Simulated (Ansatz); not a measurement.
# (NaCl)2(LiBr)2 [001] superlattice, started as rocksalt type: phonons and vibrational spectra, part 3 of 3

Wanted: phonon frequencies of (NaCl)2(LiBr)2 [001] superlattice, started as rocksalt type and what follows from them.

Ansatz 0.2.0; DFT PBEsol, scalar-relativistic, plane waves, PAW.

So far. Step 3 (Tight relaxation): The largest force component left is 0.37 meV/Å and the pressure is 0.001 GPa, within the tolerances set. The cell now holds 20.94 Å³/atom. The relaxed cell has a = 3.901, c = 11.004 Å (conventional setting).

The structure was built from a prototype and need not be the compound's stable phase.

## 4. Zone-centre response (continued)

Without the LO-TO term. Patterns of degenerate modes are one choice out of their space. The modes at Γ (shares of kinetic energy by element, %):

```tsv
mode	frequency (cm⁻¹)	symmetry	Br %	Cl %	Li %	Na %
1	0.0	acoustic	55	24	5	16
2	0.0	acoustic	55	24	5	16
3	0.0	acoustic	55	24	5	16
4	56.1	Eu	41	32	0	27
5	56.1	Eu	41	32	0	27
6	61.0	Eg	57	24	5	15
7	61.0	Eg	57	24	5	15
8	78.1	Eg	39	33	1	28
9	78.1	Eg	39	33	1	28
10	103.9	A1g	84	2	0	14
11	108.0	A2u	26	61	10	2
12	144.2	A1g	1	89	9	1
13	150.4	Eu	4	0	95	1
14	150.4	Eu	4	0	95	1
15	153.1	Eg	5	0	95	0
16	153.1	Eg	5	0	95	0
17	161.6	A2u	14	6	15	64
18	181.9	A1g	13	3	12	72
19	189.0	Eu	0	43	0	56
20	189.0	Eu	0	43	0	56
21	192.8	Eg	0	44	0	56
22	192.8	Eg	0	44	0	56
23	238.5	A1g	2	6	79	13
24	244.1	A2u	4	8	70	17
```

Displacements in mode 4 (56.1 cm⁻¹), the largest set to 1:
```
Br1 -0.16  0.66  0.00
Br2 -0.16  0.66  0.00
Cl3  0.21 -0.87  0.00
Cl4  0.21 -0.87  0.00
Li5 -0.05  0.21  0.00
Li6 -0.05  0.21  0.00
Na7  0.24 -1.00  0.00
Na8  0.24 -1.00  0.00
```

Displacements in mode 8 (78.1 cm⁻¹), the largest set to 1:
```
Br1 -0.07 -0.63  0.00
Br2  0.07  0.63  0.00
Cl3 -0.09 -0.87  0.00
Cl4  0.09  0.87  0.00
Li5 -0.03 -0.26  0.00
Li6  0.03  0.26  0.00
Na7 -0.11 -1.00  0.00
Na8  0.11  1.00  0.00
```

Optical modes at the zone centre, without and with the macroscopic field of the longitudinal modes; each column is sorted by frequency, so a row need not hold one and the same mode. Modes with and without the field, by row:

```tsv
rank among optical modes	no field (cm⁻¹)	q along (1, 0, 0) (cm⁻¹)	q along (0, 0, 1) (cm⁻¹)
1	56.1	56.1	56.1
2	56.1	58.4	56.1
3	61	61	61
4	61	61	61
5	78.1	78.1	78.1
6	78.1	78.1	78.1
7	103.9	103.9	103.9
8	108	108	116.4
9	144.2	144.2	144.2
10	150.4	150.4	150.4
11	150.4	153.1	150.4
12	153.1	153.1	153.1
13	153.1	161.6	153.1
14	161.6	177.7	181.9
15	181.9	181.9	189
16	189	189	189
17	189	192.8	192.8
18	192.8	192.8	192.8
19	192.8	238.5	224.1
20	238.5	244.1	238.5
21	244.1	298.4	304.1
```

Born charge (rows field, columns displacement) (e), principal values of the symmetric part by kind of site:

```tsv
atom	atoms with these values	low	middle	high	mean
Br1	2	-1.22	-1.22	-1.00	-1.15
Cl3	2	-1.30	-1.09	-1.09	-1.16
Li5	2	1.11	1.24	1.24	1.20
Na7	2	1.07	1.07	1.18	1.11
```

In full for Cl3:

```
-1.09  0.00  0.00
 0.00 -1.09  0.00
 0.00  0.00 -1.30
```

High-frequency dielectric tensor:

```
3.04 0.00 0.00
0.00 3.04 0.00
0.00 0.00 2.98
```

Static dielectric tensor (ions relaxed, fixed cell):

```
11.46  0.00  0.00
 0.00 11.46  0.00
 0.00  0.00 10.32
```

Transverse modes. Lines of the infrared spectrum (strongest = 100):

```tsv
position (cm⁻¹)	label	relative intensity
56	Eu	2.2
61	Eg	0.0
78	Eg	0.0
104	A1g	0.0
108	A2u	9.2
144	A1g	0.0
150	Eu	100
153	Eg	0.0
162	A2u	45
182	A1g	0.0
189	Eu	37
193	Eg	0.0
238	A1g	0.0
244	A2u	10
```

Activity x (w_L - w)^4 (n + 1)/w, 532 nm, 300 K; modes without the macroscopic field alone. Raman lines, with heights relative to the strongest:

```tsv
position (cm⁻¹)	label	relative intensity
56	Eu	0.0
61	Eg	21
78	Eg	0.8
104	A1g	15
108	A2u	0.0
144	A1g	1.2
150	Eu	0.0
153	Eg	0.1
162	A2u	0.0
182	A1g	2.0
189	Eu	0.0
193	Eg	0.5
238	A1g	100
244	A2u	0.0
```

Before it was imposed, the acoustic sum rule was missed by 5.5e-4 eV/Å² and the charge sum rule by 0.012 e. Small misses are needed for a sound result but don't prove that mesh and cutoff are converged. The lowest optical mode is real, 56.1 cm⁻¹.

## 5. Another isotope, element Br, natural mass 79.904 amu

An isotope changes the mass and not the force constants, so no new electronic calculation is needed; the shifts show which modes move this element.

The same force constants with the mass of Br changed from 79.904 to 80.916 u (phonopy, no LO-TO term). Both lists are sorted by frequency; levels can cross, so a row need not hold one and the same mode. Modes under 3 cm⁻¹ are left out. Isotope shifts, by row:

```tsv
q	rank	natural mass (cm⁻¹)	changed mass (cm⁻¹)
0 0 0	4	56.14	55.99
0 0 0	5	56.14	55.99
0 0 0	6	61.02	60.8
0 0 0	7	61.02	60.8
0 0 0	8	78.14	77.95
0 0 0	9	78.14	77.95
0 0 0	10	103.9	103.3
0 0 0	11	108	107.8
0 0 0	12	144.2	144.2
0 0 0	13	150.4	150.3
0 0 0	14	150.4	150.3
0 0 0	15	153.1	153.1
0 0 0	16	153.1	153.1
0 0 0	17	161.6	161.4
0 0 0	18	181.9	181.8
0 0 0	19	189	189
0 0 0	20	189	189
0 0 0	21	192.8	192.8
0 0 0	22	192.8	192.8
0 0 0	23	238.5	238.5
0 0 0	24	244.1	244
```

A mode of this element alone would shift by -0.63 %. The highest zone-centre frequency without the field goes from 244.1 to 244.0 cm⁻¹ (-0.0 %). The product of the frequency ratios over all optical modes at Γ is 0.973; the product rule, (m/m′)^(3k/2) (M′/M)^(3/2) with k = 2 such atoms and M the mass of the cell, gives 0.973.

## 6. Another isotope, element Cl, natural mass 35.45 amu

The same for Cl, from 35.45 to 36.97 u.

A mode of this element alone would shift by -2.07 %. The highest zone-centre frequency without the field goes from 244.1 to 243.7 cm⁻¹ (-0.2 %). The product of the frequency ratios over all optical modes at Γ is 0.896; the product rule, (m/m′)^(3k/2) (M′/M)^(3/2) with k = 2 such atoms and M the mass of the cell, gives 0.896.

## 7. Another isotope, element Li, natural mass 6.94 amu

The same for Li, from 6.94 to 6.02 u.

A mode of this element alone would shift by +7.41 %. The highest zone-centre frequency without the field goes from 244.1 to 257.2 cm⁻¹ (+5.4 %). The product of the frequency ratios over all optical modes at Γ is 1.521; the product rule, (m/m′)^(3k/2) (M′/M)^(3/2) with k = 2 such atoms and M the mass of the cell, gives 1.521.

## 8. What came out

```
space group after relaxation (within 0.01 Å)            : P4/nmm
volume per atom                                         : 20.9 Å³
gap on the k-mesh                                       : 4.59 eV
highest optical mode at the zone centre (no LO-TO term) : 244 cm⁻¹
top of the zone-centre spectrum with the field          : 304 cm⁻¹
lowest optical zone-centre mode                         : 56.1 cm⁻¹
mean high-frequency dielectric constant                 : 3.02
mean static dielectric constant                         : 11.1
largest Born charge (third of the trace)                : 1.20 e
imaginary modes at Γ (the only wavevector solved)       : none
```

What this shows: The structure is stable against zone-centre distortions, since no mode there is imaginary; other wavevectors were not solved, so zone-boundary instabilities are untested. Without the field, the optical modes at Γ span 56 to 244 cm⁻¹. No dispersion was computed. The highest mode in this list at Γ, 244.1 cm⁻¹, is mostly motion of Li (70 % of the kinetic energy). With the macroscopic field of the longitudinal modes the top of the zone-centre spectrum lies at 304 cm⁻¹, against 244 cm⁻¹ without it. Lattice motion raises the mean dielectric constant from 3.018 to 11.08. The strongest infrared line is at 150 cm⁻¹. Averaged over orientations, the strongest Raman line at 532 nm and 300 K is at 238 cm⁻¹. The starting cell was built on a prototype and not taken from a measurement, so the phase need not exist. These are harmonic frequencies at zero temperature: anharmonic shifts, linewidths and thermal expansion are left out.

[Logs are printed without paths, hosts, clocks, repeated set-up lines and the standing remarks that a program may print on its own settings, such as how far it seeks lower states.]

[Hosts, paths, dates, database ids (printed as entryN), source tags and the programs' standing remarks are cut or masked in the printed files.]
